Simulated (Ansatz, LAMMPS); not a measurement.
## Glassy 68P2O5-32SrO (mol %) (103 atoms): a reference run and its variants

Density of this cell: 2.77 g/cm³. The cell holds 103 atoms: 26 P, 6 Sr and 71 O. Cell: a = 11.392 Å, b = 11.392 Å, c = 11.392 Å, α = 90.0°, β = 90.0°, γ = 90.0°. 103 atoms (26 P, 6 Sr, 71 O) placed at random at 2.76 g/cm³, melted at 4000 K for 10 ps at fixed volume with the Morse and Coulomb pair potential with partial charges (Pedone, Malavasi, Menziani, Cormack and Segre, J. Phys. Chem. B 110, 11780 (2006)). Quenched from 4000 K to 300 K at 50 K/ps and fixed volume, held 10 ps at zero pressure.

Geometry: as built.

Reference run: Kohn-Sham DFT, PBE, PAW (set soft_2), plane waves (Ansatz 0.2.0), cutoff 420 eV, Γ point, fixed occupations.

| Item | Value |
| --- | --- |
| r.m.s. force component | 1.709 eV/Å |
| pressure | 3.657 GPa |
| gap (highest filled to lowest empty level) | 1.213 eV |
| SCF cycles | 11 |
| time | 7.7 s on 8 threads of AMD EPYC 9R45, shared host |

Q: Estimate how much each variant changes the results, and its time and memory.
- support functions low
- support functions medium
- support functions medium, radius 3.59 Å
- support functions medium, radius 3.85 Å
- support functions medium, radius 4.08 Å
- scf.convergence.dr2_threshold = 1e-05 and scf.mixing.preconditioner = "resta"

Each row is set against the plane-wave reference (Kohn-Sham DFT, PBE, PAW (set soft_2), plane waves; r.m.s. force component 1.71 eV/Å). Energies are set beside the reference only for runs with its functional, potentials and electron count. Times are for 8 threads of AMD EPYC 9R45, shared host. The reference's time includes the DOS, the stress and grids, which some other runs skip.

```csv
run,"Δ force, r.m.s. (meV/Å)",share of r.m.s. force (%),Δ energy (meV/atom),Δ pressure (GPa),Δ gap (eV),cycles,time,host memory (GiB)
reference,-,-,-,-,-,11,7.7 s,2.1
support functions low,0.966,0.0565,-5.54,-,-0.0019,13,42 s,5.0
support functions medium,0.834,0.0488,-5.54,-,-0.001,15,47 s,5.0
"support functions medium, radius 3.59 Å",0.882,0.0516,-5.54,-,-0.001,15,42 s,4.8
"support functions medium, radius 3.85 Å",0.841,0.0492,-5.55,-,-8.0e-4,15,51 s,5.3
"support functions medium, radius 4.08 Å",0.804,0.047,-5.55,-,-4.0e-4,15,59 s,5.8
scf.convergence.dr2_threshold = 1e-05 and scf.mixing.preconditioner = "resta",0.087,0.0051,0,1.0e-4,-3.0e-4,8,6.7 s,2.1
```

Among numerical settings the force difference runs from 0.087 meV/Å (scf.convergence.dr2_threshold = 1e-05 and scf.mixing.preconditioner = "resta") to 0.97 meV/Å (support functions low). At 103 atoms the fastest of the runs at a preset level, support functions low, takes roughly 5.5 times the time of plane waves (whose run also made extra analyses, so the like-for-like ratio is larger), in 13 SCF cycles against 11. Differences between support functions and plane waves include what basis error the plane-wave run still has. The force difference hardly changes among these support-function runs, which points to the basis of the plane-wave reference as its main source. As the radius goes from 3.59 to 4.08 Å, the force difference goes from 0.88 to 0.80 meV/Å, and the time from 42 s to 59 s. 

[Logs are printed without paths, hosts, clocks, repeated set-up lines and the standing remarks that a program may print on its own settings, such as how far it seeks lower states.]

[Hosts, paths, dates, database ids (printed as entryN), source tags and the programs' standing remarks are cut or masked in the printed files.]
